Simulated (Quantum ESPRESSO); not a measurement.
# NiPt with spin–orbit coupling along several axes

Wanted: the anisotropy energy of NiPt and its cost.

Program: Quantum ESPRESSO 7.5. Level of theory: PBEsol; plane waves with PseudoDojo 0.4.1 SR PBEsol standard potentials, then spin–orbit coupling on the fully relativistic files of the same set. Results are calculated unless marked as measured.

Report form: the programs' logs are mostly left out.

### Step 1. Set-up

The structure is tetragonal, space group P4/mmm (No. 123). The conventional cell has a = 2.710 Å, b = 2.710 Å, c = 3.578 Å, α = 90.00°, β = 90.00°, γ = 90.00°. Ni has 8 Pt at 2.62 Å and 4 Ni at 2.71 Å nearest. Pt has 8 Ni at 2.62 Å and 4 Pt at 2.71 Å nearest. Farther neighbours are not listed.

The cell comes from Materials Project 2023-11-01, a database of computed structures, and need not be the stable phase.

### Step 2. Collinear run on scalar-relativistic files

Contents of pw.in:

```
&CONTROL
  calculation = 'scf'
  prefix = 'pwscf'
  outdir = './tmp'
  pseudo_dir = './pseudo'
  disk_io = 'low'
/
&SYSTEM
  ibrav = 0
  celldm(1) = 8
  nat = 2
  ntyp = 2
  ecutwfc = 74
  nbnd = 26
  occupations = 'smearing'
  smearing = 'fd'
  degauss = 0.00734986
  nspin = 2
  starting_magnetization(1) = 0.0556
  starting_magnetization(2) = 0
/
&ELECTRONS
  conv_thr = 4d-11
  electron_maxstep = 150
  mixing_beta = 0.3
  mixing_mode = 'local-TF'
/
ATOMIC_SPECIES
Ni     58.6934 Ni.upf
Pt    195.0840 Pt.upf
CELL_PARAMETERS alat
   0.6401305031342    0.0000000000000    0.0000000000000
   0.0000000000000    0.6401305031342    0.0000000000000
   0.0000000000000    0.0000000000000    0.8452555982839
ATOMIC_POSITIONS crystal
Ni      0.5000000000    0.5000000000    0.5000000000
Pt      0.0000000000    0.0000000000    0.0000000000
K_POINTS automatic
10 10 10 0 0 0
```

The run is started by

```console
> OMP_NUM_THREADS=1 mpirun -n 4 pw.x -nk 4 -in pw.in > pw.out
```

It took 52 s on 4 MPI ranks of Arm Neoverse V2, shared host; peak memory 0.42 GiB; 3.5 min of CPU time.

Spin moment in the atom's sphere by atom:

```csv
atom,spin moment in the atom's sphere (μB)
Ni1,0.738
Pt2,0.331
```

This step gave:

```
smearing term TS       : 0.1021 eV
magnetization          : 1.04 μB
absolute magnetization : 1.115 μB
final state            : ferromagnetic
```

### Step 3. One pass along [001] on 13×13×13

Each pass runs in a folder of its own that holds a copy of a collinear save from that input. The collinear spin density is turned to the axis, and its potential is diagonalised once with spin–orbit coupling on fully relativistic PseudoDojo files; the sums over occupied states, with the smearing term, are then compared.

Contents of pass.in:

```
&CONTROL
  calculation = 'nscf'
  prefix = 'pwscf'
  outdir = './tmp'
  pseudo_dir = './pseudo_fr'
  disk_io = 'nowf'
/
&SYSTEM
  ibrav = 0
  celldm(1) = 8
  nat = 2
  ntyp = 2
  ecutwfc = 74
  nbnd = 50
  occupations = 'smearing'
  smearing = 'fd'
  degauss = 0.00734986
  noncolin = .true.
  lspinorb = .true.
  lforcet = .true.
  starting_magnetization(1) = 0.0556
  angle1(1) = 0
  angle2(1) = 0
  starting_magnetization(2) = 0
  angle1(2) = 0
  angle2(2) = 0
/
&ELECTRONS
  conv_thr = 4d-11
  electron_maxstep = 150
  mixing_beta = 0.3
  mixing_mode = 'local-TF'
  startingpot = 'file'
  startingwfc = 'random'
  diago_thr_init = 1d-09
  diago_full_acc = .true.
/
ATOMIC_SPECIES
Ni     58.6934 Ni.upf
Pt    195.0840 Pt.upf
CELL_PARAMETERS alat
   0.6401305031342    0.0000000000000    0.0000000000000
   0.0000000000000    0.6401305031342    0.0000000000000
   0.0000000000000    0.0000000000000    0.8452555982839
ATOMIC_POSITIONS crystal
Ni      0.5000000000    0.5000000000    0.5000000000
Pt      0.0000000000    0.0000000000    0.0000000000
K_POINTS automatic
13 13 13 0 0 0
```

The run is started by

```console
> OMP_NUM_THREADS=1 mpirun -n 4 pw.x -nk 4 -in pass.in > pass.out
```

Elapsed: 1.8 min, on 4 MPI ranks; peak memory 0.28 GiB.

### Step 4. One pass along [100] on 13×13×13

Edit pass.in of step 3 so:

```diff
@@ -21,6 +21,6 @@
   starting_magnetization(1) = 0.0556
-  angle1(1) = 0
+  angle1(1) = 90
   angle2(1) = 0
   starting_magnetization(2) = 0
-  angle1(2) = 0
+  angle1(2) = 90
   angle2(2) = 0
```

It took 3.3 min on 4 MPI ranks; peak memory 0.28 GiB.

### Step 5. One pass along [110] on 13×13×13

Edit pass.in of step 4 so:

```diff
@@ -22,6 +22,6 @@
   angle1(1) = 90
-  angle2(1) = 0
+  angle2(1) = 45
   starting_magnetization(2) = 0
   angle1(2) = 90
-  angle2(2) = 0
+  angle2(2) = 45
 /
```

Run time: 3.3 min. Hardware: 4 MPI ranks; peak memory 0.28 GiB.

### Step 6. The smearing term

The sum of energies times occupations is what pw.x prints as eband (for fewer than 100 k points). With Fermi–Dirac smearing the quantity to compare holds −TS as well, computed here from the energies and weights in the run's XML file (meV a cell, from the first axis, mesh 13×13×13):

```csv
axis,plain sum,−TS,free energy
[001],0.0000,0.0000,0.0000
[100],1.0640,-0.3552,0.7088
[110],1.0906,-0.3770,0.7135
```

### Step 7. Anisotropy

A pass yields neither state nor moment: for the force theorem these columns are the collinear run's. Anisotropy, by row:

```csv
way,mesh,axis,state,energy less the first axis' (meV a primitive cell),largest spin moment (μB),CPU time (s)
force theorem,13x13x13,[001],ferromagnetic,0,0.738,439.7
force theorem,13x13x13,[100],ferromagnetic,0.7088,0.738,797.7
force theorem,13x13x13,[110],ferromagnetic,0.7135,0.738,785.4
```

### Step 8. Results

```
state                                         : ferromagnetic
largest spin moment                           : 0.738 μB
easy axis of those tried, on this mesh        : [001]
energy along [100] less [001] (force theorem) : 0.709 meV a primitive cell, 4.3 MJ/m³
```

In words: On 13×13×13, leaving out the smearing term would shift a difference by 0.38 meV, against 0.71 meV for the largest. On this mesh the moments prefer [001] among the axes tried. One mesh cannot show that the size is converged, and with itinerant moments even the sign can change with the mesh. Shape anisotropy is not included. The moments were started parallel in the primitive cell; if the crystal orders otherwise, its anisotropy is another. Energies are free energies at an electronic temperature of 1160 K, which lowers moments and differences where the moments are itinerant. The cutoff lies under the 98 Ry that these files are usually run at.

[Logs and program files are shortened in this print: banners, set-up blocks, solver, clock and traceback lines can be left out without a mark of their own.]

[Logs are printed without paths, hosts, clocks, repeated set-up lines and the standing remarks that a program may print on its own settings, such as how far it seeks lower states.]

[Hosts, paths, dates, database ids (printed as entryN), source tags and the programs' standing remarks are cut or masked in the printed files.]

[Where a cell is said to come from a database of computed structures, the database is the Materials Project.]
